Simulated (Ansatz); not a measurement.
## PtC (model cell, started as rocksalt type): following an unstable mode

Aim: this structure of PtC (model cell, started as rocksalt type) is to be tested for unstable modes, and one is followed downhill.

Method: DFT PBEsol, scalar-relativistic, plane waves, PAW, in Ansatz 0.2.0.

The structure was built from a prototype and need not be the compound's stable phase.

## Step 1: Set-up

Symmetry: Fm-3m, No. 225, cubic system. Conventional cell: a = 4.417 Å, b = 4.417 Å, c = 4.417 Å, α = 90.00°, β = 90.00°, γ = 90.00°. Nearest to Pt lie 6 C at 2.21 Å. Nearest to C lie 6 Pt at 2.21 Å. Farther neighbours are not listed.

## Step 2: Phonons on a q mesh

The cell comes from relaxations at this level that are not shown. Stability and thermal properties need the whole zone. Linear response on a 4×4×4 q mesh gives force constants as far as a supercell of that size would.

Input file input.yaml:

```yaml
crystal:
  lattice:
    - [0.0, 2.2083183167, 2.2083183167]
    - [2.2083183167, 0.0, 2.2083183167]
    - [2.2083183167, 2.2083183167, 0.0]
  atoms:
    - { symbol: Pt, position: [0.0, 0.0, 0.0] }
    - { symbol: C, position: [0.5, 0.5, 0.5] }
kpoints:
  mp_grid: { grid: [16, 16, 16] }
hamiltonian:
  xc: pbesol
scf:
  occupations: { method: methfessel_paxton, width: 0.2 }
output:
  eigenvalues: true
phonons:
  method: dfpt
  qmesh: [4, 4, 4]
  temperatures: { t_max: 1000, t_step: 50 }
  qpath:
    path:
      - [[0.0, 0.0, 0.0], [0.5, 0.0, 0.5], [0.625, 0.25, 0.625]]
      - [[0.375, 0.375, 0.75], [0.0, 0.0, 0.0], [0.5, 0.5, 0.5], [0.5, 0.25, 0.75], [0.5, 0.0, 0.5]]
    npoints: 10
```

Command:

```console
> ansatz run input.yaml --threads 4 --pin off --max-ram 7168MiB --backend cpu --events-out ev --progress --plain --runs-dir out
```

Numbers of over 12 decimals in the logs are rounded to 6 here.

What it wrote:

```text
Engine: ansatz 0.2.0, aarch64-unknown-linux-gnu
Pseudopotentials: kind: paw
Pseudopotential: Pt, paw, valence charge 18, recommended cutoff 420 eV (normal), Pt.paw.azcp
Pseudopotential: C, paw, valence charge 4, recommended cutoff 420 eV (normal), C.paw.azcp
Functional definition: PBEsol
  exchange = pbesol_x
  correlation = pbesol_c
Crystal: 2 atoms, lattice volume = 21.538 Å³
Basis set: ecut = 420 eV, 411 PW (Γ), exchange–correlation on 48×48×48 points (8 copies of the dense FFT grid, shifted against one another)
Bands: 15, of which v1, the nominal top of the filled ones, is band 11 counted from 1 (10 counted from 0)
Symmetry: 48 space group operations
k-points: 145 of 4096
Non-local potential: Pt, projectors of the file, l = 0: 3, l = 1: 2, l = 2: 2, l = 3: 1
Non-local potential: C, projectors of the file, l = 0: 2, l = 1: 2, l = 2: 1
PAW form: soft (Blöchl's): semilocal exchange-correlation on the pseudo side does not see the compensation charge
PAW frozen core: Pt, regenerated for the run's functional, and the local potential with it (the file was generated under x = pbe(κ = 0.804, μ = 0.219515), c = pbe(β = 0.066725))
PAW frozen core: C, regenerated for the run's functional, and the local potential with it (the file was generated under x = pbe(κ = 0.804, μ = 0.219515), c = pbe(β = 0.066725))
PAW one-centre angular grid: Pt, 590 points (default); XC on 64 Gauss nodes
PAW one-centre angular grid: C, 110 points (default); XC on 64 Gauss nodes
Initial density: superposition of atomic densities (neutral atoms: chi_scale 0, normalization atom), corrected by the library's trained network
Initial wavefunctions: pseudopotential atomic-orbital guess
Functional: x = pbesol(κ = 0.804, μ = 0.123457), c = pbesol(β = 0.046)
SCF iter   1: F=—  HF=-12627.701187 eV  |F-HF|=—  |Δ(HF+E_count)|=         —  Δρ=6.15e-3  dr2=5.46e-3  ethr=1.77e-3  ⟨swp⟩=4.1  Hψ=9697  notcnv=0
preconditioner: auto → none  [metal: Δε(μ)=0.054 eV  Ē_g=11.429 eV  σ=0.200 eV  W_gap=0.23  n_scr=8 (ndim 8)  ℏωp=29.9 eV  f_vac=0.000  D(μ)=0.79/eV (n_scr^D=8)  sad-step TF]
SCF iter   2: F=—  HF=-12627.700996 eV  |F-HF|=—  |Δ(HF+E_count)|=   1.91e-4  S|Δr|=    0.00e0  Δρ=3.58e-3  dr2=2.09e-3  ethr=2.48e-5  ⟨swp⟩=2.3  Hψ=4111  notcnv=0
SCF iter   3: F=—  HF=-12627.700333 eV  |F-HF|=—  |Δ(HF+E_count)|=   6.63e-4  S|Δr|=    0.00e0  Δρ=4.14e-4  dr2=2.58e-5  ethr=9.51e-6  ⟨swp⟩=2.0  Hψ=3103  notcnv=0
SCF iter   4: F=—  HF=-12627.700324 eV  |F-HF|=—  |Δ(HF+E_count)|=   9.06e-6  S|Δr|=    0.00e0  Δρ=7.75e-5  dr2=6.42e-7  ethr=1.17e-7  ⟨swp⟩=2.1  Hψ=3147  notcnv=0
SCF iter   5: F=—  HF=-12627.700322 eV  |F-HF|=—  |Δ(HF+E_count)|=   2.36e-6  S|Δr|=    0.00e0  Δρ=9.34e-6  dr2=1.13e-8  ethr=2.92e-9  ⟨swp⟩=2.2  Hψ=3743  notcnv=0
SCF iter   6: F=—  HF=-12627.700322 eV  |F-HF|=—  |Δ(HF+E_count)|=   2.90e-9  S|Δr|=    0.00e0  Δρ=1.06e-6  dr2=1.04e-10  ethr=5.15e-11  ⟨swp⟩=2.8  Hψ=3746  notcnv=0
SCF iter   7: F=-12627.700322 eV  HF=-12627.700322 eV  |F-HF|=1.82e-12  |Δ(HF+E_count)|=  1.27e-11  S|Δr|=    0.00e0  Δρ=6.93e-8  dr2=5.06e-13  ethr=1.00e-12  ⟨swp⟩=5.4  Hψ=8774  notcnv=0
SCF 1 converged in 7 iterations: F = -12627.700322 eV  dr2 = 5.06e-13
  greatest PAW one-centre occupation: 1.000 electrons in one spin orbital (limit 2), on the Pt atom at site 0 (counted from 0), in its partial waves of l = 0
Initial density: read from a saved state, or passed on in memory by an earlier SCF of this step, an earlier step, the calling program or the single point that the run made first
iter 1 solved again at ethr=1.78e-8 eV; its pass at ethr=3.10e-3 eV (dr2=3.91e-6 eV) is discarded
SCF iter   1: F=—  HF=-12627.700324 eV  |F-HF|=—  |Δ(HF+E_count)|=         —  Δρ=2.84e-7  dr2=8.86e-12  ethr=1.78e-8  ⟨swp⟩=3.1  Hψ=16100  notcnv=0
eigensolver tolerance schedule: the retry pair's looser diagonalisation over-reported the residual by 440943.76 of it (diagonalisation noise at an unbounded share of the residual, at the tolerance the schedule requests for it); recorded, not acted on — ethr = c·dr2/N_el stays at c = 1.0e-1
preconditioner: auto → none  [metal: Δε(μ)=0.054 eV  Ē_g=11.425 eV  σ=0.200 eV  W_gap=0.22  n_scr=8 (ndim 8)  ℏωp=29.9 eV  f_vac=0.000  D(μ)=0.80/eV (n_scr^D=8)]
SCF iter   2: F=—  HF=-12627.700322 eV  |F-HF|=—  |Δ(HF+E_count)|=   2.66e-6  S|Δr|=    0.00e0  Δρ=1.51e-7  dr2=1.88e-12  ethr=1.00e-12  ⟨swp⟩=6.3  Hψ=9406  notcnv=0
SCF iter   3: F=-12627.700322 eV  HF=-12627.700322 eV  |F-HF|=0.00e0  |Δ(HF+E_count)|=  1.82e-12  S|Δr|=    0.00e0  Δρ=8.99e-8  dr2=6.39e-13  ethr=1.00e-12  ⟨swp⟩=1.0  Hψ=4934  notcnv=0
SCF 2 converged in 3 iterations: F = -12627.700322 eV  dr2 = 6.39e-13
phonons: the bands overlap, so this run is a metal and interpolates without the dipole-dipole term. If the crystal is really an insulator or semiconductor, its LO-TO splitting is missing
NSCF: frozen V_eff on 145 k-points
NSCF: frozen V_eff on 349 k-points
DFPT response loops at q = (0, 0, 0) (fractional): preconditioner auto → Kerker (q_TF=auto, 2.738 Å⁻¹) (partly filled bands, converged f_vac=0.000); β = 1.00, the filter's whole step (`scf.mixing.beta` (0.50) is not read by the response loops under this deck's `scf.mixing.preconditioner`; to damp them name `kerker` or `kerker_dos`, under which they read `scf.mixing.beta`, and type it under 1.00, their step now; both keys bind the ground state too); Broyden in place of MSR1
NSCF: frozen V_eff on 4352 k-points
DFPT response loops at q = (0, 0, 0.25) (fractional): mixed as the last ones told, above
NSCF: frozen V_eff on 2196 k-points
DFPT response loops at q = (0, 0, -0.5) (fractional): mixed as the last ones told, above
NSCF: frozen V_eff on 2320 k-points
DFPT response loops at q = (0, 0.25, 0.25) (fractional): mixed as the last ones told, above
NSCF: frozen V_eff on 8192 k-points
DFPT response loops at q = (0, 0.25, -0.5) (fractional): mixed as the last ones told, above
NSCF: frozen V_eff on 4352 k-points
DFPT response loops at q = (0, 0.25, -0.25) (fractional): mixed as the last ones told, above
NSCF: frozen V_eff on 1242 k-points
DFPT response loops at q = (0, -0.5, -0.5) (fractional): mixed as the last ones told, above
NSCF: frozen V_eff on 2320 k-points
DFPT response loops at q = (0.25, -0.5, -0.25) (fractional): mixed as the last ones told, above
SCF converged after 7 iterations
Stability not checked: this state was not tested for a lower state beside it, because cold or Methfessel-Paxton smearing, or corrected tetrahedra, fill the levels in a way that the test cannot read (fill_not_monotonic; see scf.lower_state_search)
Free energy (F): -12627.700322 eV
Harris-Foulkes:  -12627.700322 eV  (|F-HF|=1.82e-12)
Internal energy: -12627.702659 eV  (E = F + TS)
E sigma→0 (E₀):  -12627.700906 eV
Entropy (-TS):   0.002337 eV (1.168 meV/atom)
Fermi energy:    20.211744 eV
--- Per-component energies (eV) ---
  E_band       = -149.520597
  E_kinetic    = 723.682146
  E_local      = -1687.117282  (includes V_loc(G=0)·N_el)
  E_nonlocal   = 229.738965
  E_hartree    = 621.087471
  E_xc         = -307.337820
  E_vxc        = -360.857173  (∫ρ·V_xc dr)
  E_paw        = -9411.077919  (= ΣΔE_a)
  E_vpaw       = -297.142422  (= ΣTr[D̂ρ^β])
  E_aug_tail   = 0.000252  (compensation charges beyond the density's cutoff)
  E_ewald      = -2796.986553
  E_core_change = 0.308082  (= ΣΔE_core)
  E_smearing   = 0.002337  (= −TS)
  E_closure    = -0.000000  (closes the sum)
  Σ components = -12627.700322   (vs F -12627.700322, Δ=0.00e0)
--- Band table (eV; the first three rows and the last of 145) ---
  k-point 0: bands = [... 7 lower, 15.7870, 16.5033, 16.5033, 19.9577, 19.9577, 19.9577, 26.5215, 32.2341]
  k-point 1: bands = [... 7 lower, 15.7935, 16.3125, 16.3125, 19.8397, 20.2874, 20.2874, 26.7458, 32.3428]
  k-point 2: bands = [... 7 lower, 15.5280, 16.2103, 16.2103, 19.5747, 21.0797, 21.0797, 27.3157, 32.5414]
  k-point 144: bands = [... 7 lower, 13.9877, 18.5327, 19.0499, 19.0499, 20.3722, 21.0129, 29.5238, 32.2750]
--- Phonons (Γ-DFPT): 2 representative perturbations + reference (Σ response iterations 7) ---
  ASR residual: 2.867e-5 → 0.000e0 eV/Å²; symmetrization residual: 1.847e-6 eV/Å²
  ASR residual per site (eV/Å²): 1.57e-5 2.87e-5
  Γ frequencies (cm⁻¹): -543.74 -543.74 -543.74 0.00 0.00 0.00
--- Phonons (arbitrary-q DFPT): 8 irreducible q on the 4×4×4 mesh ---
  q = [0.0000, 0.0000, 0.0000] (star 1, of the zone-centre solve; hermiticity 3.00e-7, symmetrization 2.50e-12): -543.74 -543.74 -543.74 -0.00 0.00 0.00
  q = [0.0000, 0.0000, 0.2500] (star 8, 2 solved perturbations on 2176 of 4096 k-point pairs; hermiticity 1.49e-6, symmetrization 1.00e-12): -141.87 39.61 39.61 186.18 264.44 264.44
  q = [0.0000, 0.0000, -0.5000] (star 4, 2 solved perturbations on 1098 of 4096 k-point pairs; hermiticity 2.60e-14, symmetrization 6.94e-13): 100.09 100.09 122.78 430.15 430.15 473.07
  q = [0.0000, 0.2500, 0.2500] (star 6, 4 solved perturbations in 3616 linear systems a pass and spin channel, the states on 1160 of 4096 k-point pairs; hermiticity 2.83e-7, symmetrization 1.29e-13): -511.96 -511.96 31.24 31.24 94.09 407.58
  q = [0.0000, 0.2500, -0.5000] (star 24, 4 solved perturbations in 12544 linear systems a pass and spin channel, the states on 4096 of 4096 k-point pairs; hermiticity 4.67e-7, symmetrization 7.91e-14): 56.08 77.06 87.04 240.78 323.60 331.27
  q = [0.0000, 0.2500, -0.2500] (star 12, 4 solved perturbations in 6672 linear systems a pass and spin channel, the states on 2176 of 4096 k-point pairs; hermiticity 4.13e-7, symmetrization 2.15e-13): -413.91 65.99 84.56 93.55 408.77 440.79
  q = [0.0000, -0.5000, -0.5000] (star 3, 4 solved perturbations in 1940 linear systems a pass and spin channel, the states on 621 of 4096 k-point pairs; hermiticity 4.31e-7, symmetrization 2.36e-13): -478.69 -478.69 -409.76 -52.62 -52.62 194.56
  q = [0.2500, -0.5000, -0.2500] (star 6, 4 solved perturbations in 3498 linear systems a pass and spin channel, the states on 1160 of 4096 k-point pairs; hermiticity 7.03e-7, symmetrization 1.43e-13): -427.03 -427.03 42.87 79.27 79.27 416.72
  sum rule: each row above includes the acoustic sum rule's correction from the zone centre's row sums; it moved no ω² by more than (0.81 cm⁻¹)²
  mesh force constants: q→R imaginary residual 1.13e-17; ASR residual 2.867e-5 → 0.000e0 eV/Å²; symmetrization residual 5.329e-15 eV/Å²
  interpolated dispersion: 62 rows × 6 modes
  density of states and harmonic sums: on the 24×24×24 q-mesh, interpolated from the force constants of a 4×4×4 supercell (no non-analytic term)
  largest difference from the sums on the solved wave vectors: F 8.39e-2 eV, S 1.34e-4 and C_V 5.01e-5 eV/K
  zero-point energy: 0.053147 eV/cell   skipped modes (ω ≤ 0): 708, of them read as no rigid motion or as one in doubt: 705 (1.598e0 modes/cell left out, lowest -543.74 cm⁻¹)   left out of the sums: 2.66e-1 of the cell's modes: C_V's classical limit lies that fraction below 3 k_B per atom; for a crystal, a wire or a layer, F and S can be off by more, and a phonons.interpolated_qmesh denser along its periods is the remedy for the sampling
```

Elapsed: 4.1 min, on 4 threads of Arm Neoverse V2, shared host; peak memory 3.2 GiB; 16 min of CPU time.

In the SCF lines HF is the Harris–Foulkes energy and dr2 the Hartree energy of the density residual, in eV; the loop may stop once dr2 is under the threshold and the program's other checks hold. Hψ counts applications of the Hamiltonian.

This step gave:

- volume per atom: 10.77 Å³
- gap on the k-mesh: 0 eV
- sum-rule residual before enforcement: 2.87e-5 eV/Å²
- lowest frequency on the path: -543.7 cm⁻¹
- point group: m-3m
- highest frequency on the path or at a solved wavevector: 497.6 cm⁻¹
- highest optical mode at the zone centre (no LO-TO term): -543.7 cm⁻¹
- lowest optical zone-centre mode: -543.7 cm⁻¹
- lowest mode on the q mesh (acoustic modes at Γ apart): -543.7 cm⁻¹

Frequencies (cm⁻¹) solved at each irreducible wavevector; negative means imaginary. Frequencies by wavevector, by row:

| q in reciprocal lattice units | star | mode 1 | mode 2 | mode 3 | mode 4 | mode 5 | mode 6 |
| --- | --- | --- | --- | --- | --- | --- | --- |
| 0 0 0 | 1 | -543.7 | -543.7 | -543.7 | 0 | 0 | 0 |
| 0 0 0.25 | 8 | -141.9 | 39.6 | 39.6 | 186.2 | 264.4 | 264.4 |
| 0 0 -0.5 | 4 | 100.1 | 100.1 | 122.8 | 430.1 | 430.1 | 473.1 |
| 0 0.25 0.25 | 6 | -512 | -512 | 31.2 | 31.2 | 94.1 | 407.6 |
| 0 0.25 -0.5 | 24 | 56.1 | 77.1 | 87 | 240.8 | 323.6 | 331.3 |
| 0 0.25 -0.25 | 12 | -413.9 | 66 | 84.6 | 93.5 | 408.8 | 440.8 |
| 0 -0.5 -0.5 | 3 | -478.7 | -478.7 | -409.8 | -52.6 | -52.6 | 194.6 |
| 0.25 -0.5 -0.25 | 6 | -427 | -427 | 42.9 | 79.3 | 79.3 | 416.7 |

Interpolated from a 4×4×4 q mesh. Phonon branches along the path, in cm⁻¹:

| point | branch 1 | branch 2 | branch 3 | branch 4 | branch 5 | branch 6 |
| --- | --- | --- | --- | --- | --- | --- |
| Γ | -544 | -544 | -544 | 0 | 0 | 0 |
| halfway | -512 | -512 | 31 | 31 | 94 | 408 |
| X | -479 | -479 | -410 | -53 | -53 | 195 |
| halfway | -383 | -374 | -350 | -8 | 14 | 176 |
| U | -325 | -90 | -77 | 121 | 193 | 287 |
| jump to K | -325 | -90 | -77 | 121 | 193 | 287 |
| halfway | -424 | 65 | 68 | 85 | 365 | 368 |
| Γ | -544 | -544 | -544 | 0 | 0 | 0 |
| halfway | -142 | 40 | 40 | 186 | 264 | 264 |
| L | 100 | 100 | 123 | 430 | 430 | 473 |
| halfway | 70 | 83 | 101 | 268 | 280 | 498 |
| W | -427 | -427 | 43 | 79 | 79 | 417 |
| halfway | -422 | -376 | -118 | 34 | 130 | 153 |
| X | -479 | -479 | -410 | -53 | -53 | 195 |

The phonon branches as a text plot (rows in cm⁻¹):

```
    476 |                                       *********
    433 |                   ****              *******    **
    389 |      **          *   **             *     *      *
    346 |    **  *         *    *            *       *      *
    302 |                 *      *           *
    259 |         **             *          *         *      *
    216 |           **   *
    172 |   *         *** *                 *          *      ***
    129 |                **       **       *  ********  *   **
     85 |  * ****       *  **********    *** ***************
     42 | ********      *  **  * *  **  *** *            ******
     -1 |*             *              **                      *
    -45 |         *****    *     *                          ** **
    -88 |   *             *                            *
   -132 |        *       *                  *
   -175 |                         **       *
   -218 |               *
   -262 |         **              **                    *     *
   -305 |               * *                *
   -348 |  *        *  *** *              *
   -392 |            ***    ***     *     *              *  *****
   -435 |         **           ***  *                     ******
   -479 | *     **  ***           ***    *                     **
   -522 |*******                     ****
         Γ           X  U|K            Γ         L        W     X
```

Symmetry leaves 8 wavevectors to solve. The lowest mode among them, the acoustic zeros apart, lies at Γ and is imaginary, 543.7i cm⁻¹, so the energy falls along it.

## Step 3: The mode frozen in, largest atomic shift 0 Å

The mode followed lies at Γ with frequency 543.7i cm⁻¹ and is 3-fold degenerate, the softest among the wavevectors solved. At small amplitude the distorted cell has space group no. 160 by a symmetry search on the positions. The undistorted cell that holds it gives the zero of energy on the same k mesh.

input.yaml, the sections that differ from step 2:

```yaml
output:
  forces: true
  stress: true
  eigenvalues: true
# crystal, kpoints, hamiltonian, scf: as in step 2
# phonons: removed
```

What it wrote:

```text
[...]
Crystal: 2 atoms, lattice volume = 21.538 Å³
Basis set: ecut = 420 eV, 411 PW (Γ), exchange–correlation on 48×48×48 points (8 copies of the dense FFT grid, shifted against one another)
Bands: 15, of which v1, the nominal top of the filled ones, is band 11 counted from 1 (10 counted from 0)
Symmetry: 48 space group operations
[...]
k-points: 145 of 4096
[...]
--- Band table (eV; the first three rows and the last of 145) ---
  k-point 0: bands = [... 7 lower, 15.7870, 16.5033, 16.5033, 19.9577, 19.9577, 19.9577, 26.5215, 32.2341]
  k-point 1: bands = [... 7 lower, 15.7934, 16.3125, 16.3125, 19.8397, 20.2874, 20.2874, 26.7458, 32.3428]
  k-point 2: bands = [... 7 lower, 15.5280, 16.2103, 16.2103, 19.5747, 21.0797, 21.0797, 27.3157, 32.5414]
  k-point 144: bands = [... 7 lower, 13.9876, 18.5326, 19.0499, 19.0499, 20.3721, 21.0128, 29.5238, 32.2750]
[key lines of the parts left out:]
SCF converged after 5 iterations
Free energy (F): -12627.700322 eV
Fermi energy:    20.211728 eV
P = ⅓ Tr σ = 0.0043 GPa (0.043 kbar)
```

Elapsed: 0.66 s, on 4 threads; peak memory 0.32 GiB; 2 s of CPU time.

This step gave:

* pressure: 0.004271 GPa
* energy from the undistorted cell: 0 meV/atom

The run ends at a pressure of 0.00 GPa.

## Step 4: The mode frozen in, largest atomic shift 0.32 Å

The atoms are moved along the unstable eigenvector, the largest shift by 0.32 Å, with the cell fixed.

input.yaml, the sections that differ from step 3:

```yaml
crystal:
  lattice:
    - [0.0, 2.2083183167, 2.2083183167]
    - [2.2083183167, 0.0, 2.2083183167]
    - [2.2083183167, 2.2083183167, 0.0]
  atoms:
    - { symbol: Pt, position: [0.0077263869, -0.0025754623, -0.0025754623] }
    - { symbol: C, position: [0.3745071636, 0.5418309455, 0.5418309455] }
# kpoints, hamiltonian, scf, output: as in step 3
```

What it wrote:

```text
[...]
Crystal: 2 atoms, lattice volume = 21.538 Å³
Basis set: ecut = 420 eV, 411 PW (Γ), exchange–correlation on 48×48×48 points (8 copies of the dense FFT grid, shifted against one another)
Bands: 15, of which v1, the nominal top of the filled ones, is band 11 counted from 1 (10 counted from 0)
Symmetry: 6 space group operations
[...]
k-points: 417 of 4096 (time reversal used)
[...]
--- Band table (eV; the first three rows and the last of 417) ---
  k-point 0: bands = [... 7 lower, 15.0030, 16.0311, 16.0311, 21.4970, 21.5981, 21.5981, 26.2304, 31.8264]
  k-point 1: bands = [... 7 lower, 15.2054, 15.9591, 16.0183, 20.8940, 21.7962, 22.1644, 26.4512, 31.9639]
  k-point 2: bands = [... 7 lower, 15.3974, 15.8733, 15.9918, 20.2367, 22.3211, 22.7807, 26.9919, 32.2894]
  k-point 416: bands = [... 7 lower, 12.9172, 17.7706, 17.7706, 19.7189, 26.2065, 26.3441, 26.3441, 32.1434]
[key lines of the parts left out:]
SCF converged after 6 iterations
Free energy (F): -12627.934414 eV
Fermi energy:    20.598865 eV
P = ⅓ Tr σ = 9.9863 GPa (99.863 kbar)
```

The job ended after 2.4 s (4 threads; peak memory 0.44 GiB).

Numbers from this step:

- pressure: 9.986 GPa
- energy from the undistorted cell: -116.7 meV/atom

The energy, extrapolated to zero smearing, is -116.69 meV/atom against the undistorted cell.

The run ends at a pressure of 9.99 GPa, with forces up to 0.37 eV/Å.

## Step 5: Energy along the mode, all amplitudes (two of the runs are shown above)

An imaginary frequency means negative curvature, so the energy should fall and then rise again as anharmonic terms take over.

Numbers from this step:

| Item | Value |
| --- | --- |
| depth at the lowest point sampled | 116.7 meV/atom |
| largest atomic shift at that point | 0.32 Å |

The energy from the parent by largest atomic shift:

| largest atomic shift (Å) | energy from the parent (meV/atom) |
| --- | --- |
| 0.000 | 0 |
| 0.040 | -5.39 |
| 0.080 | -21.0 |
| 0.140 | -56.4 |
| 0.220 | -103 |
| 0.320 | -117 |
| 0.450 | -34.1 |
| 0.600 | 166 |

Displacement at unit largest shift by atom:

| atom | x (Å) | y (Å) | z (Å) | size |
| --- | --- | --- | --- | --- |
| Pt1 | -0.036 | 0.036 | 0.036 | 0.062 |
| C2 | 0.577 | -0.577 | -0.577 | 0.999 |

The lowest of the steps tried is at 0.32 Å, 117 meV/atom below the parent; the bottom of the well need not coincide with a step.

[end of part 1 of 2]

[Logs are printed without paths, hosts, clocks, repeated set-up lines and the standing remarks that a program may print on its own settings, such as how far it seeks lower states.]

[Hosts, paths, dates, database ids (printed as entryN), source tags and the programs' standing remarks are cut or masked in the printed files.]
